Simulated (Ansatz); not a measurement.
Planning a run of Ansatz 0.2.0 on WS2 (layered bulk) (P6_3/mmc). The input:

```yaml
crystal:
  lattice:
    - [3.1149875803, 0.0, 0.0]
    - [-1.5574937902, 2.697658377, 0.0]
    - [0.0, 0.0, 11.7767699793]
  atoms:
    - { symbol: W, position: [0.3333333333, 0.6666666667, 0.25] }
    - { symbol: S, position: [0.6666666667, 0.3333333333, 0.3835053407] }
    - { symbol: S, position: [0.6666666667, 0.3333333333, 0.1164946593] }
    - { symbol: W, position: [0.6666666667, 0.3333333333, 0.75] }
    - { symbol: S, position: [0.3333333333, 0.6666666667, 0.8835053407] }
    - { symbol: S, position: [0.3333333333, 0.6666666667, 0.6164946593] }
kpoints:
  mp_grid: { grid: [9, 9, 2] }
hamiltonian:
  xc: pbesol
  pseudopotentials: { kind: paw, azcp: { folder: soft_1 }, xc_functional: pbe }
scf:
  occupations: { method: fixed }
gw:
  n_empty_bands: 412
  ecut_chi: 150.0
  qp_bands: [v2, c2]
  qp_kpoints: band_edges
  screening: { model: contour_deformation }
```

```sh
ansatz run input.yaml --threads 3 --pin off --max-ram 92160MiB --backend cuda --events-out ev --progress --plain --runs-dir out --devices 1 --max-vram 13GiB
```

Q: How long will it take on 1 × NVIDIA H100 80GB HBM3 (shared by 6 runs) with 3 threads of AMD EPYC 7R13 (Zen 3), shared host, and how much memory?

It took 1.9 min; on shared hardware allow 56 s to 3.7 min. Peak host memory was 2.3 GiB. The sizes that set the cost: 1923 plane waves a state, 24 irreducible k points, 438 bands summed, 413 plane waves in the screening and 8 SCF cycles.

The screening grows as filled bands × empty bands × pairs of k points, times the square of the screening basis for the matrix.

[Paths, hosts, dates, memory and timing lines, banners, echoed tables and standing remarks are left out of the program output.]

[Logs are printed without paths, hosts, clocks, repeated set-up lines and the standing remarks that a program may print on its own settings, such as how far it seeks lower states.]

[Runs of the session that timed out or met a known fault of the program may be left out.]

[Cells called generated may have been cut or substituted from an entry of the Crystallography Open Database or the Materials Project.]

[Hosts, paths, dates, database ids (printed as entryN), source tags and the programs' standing remarks are cut or masked in the printed files.]
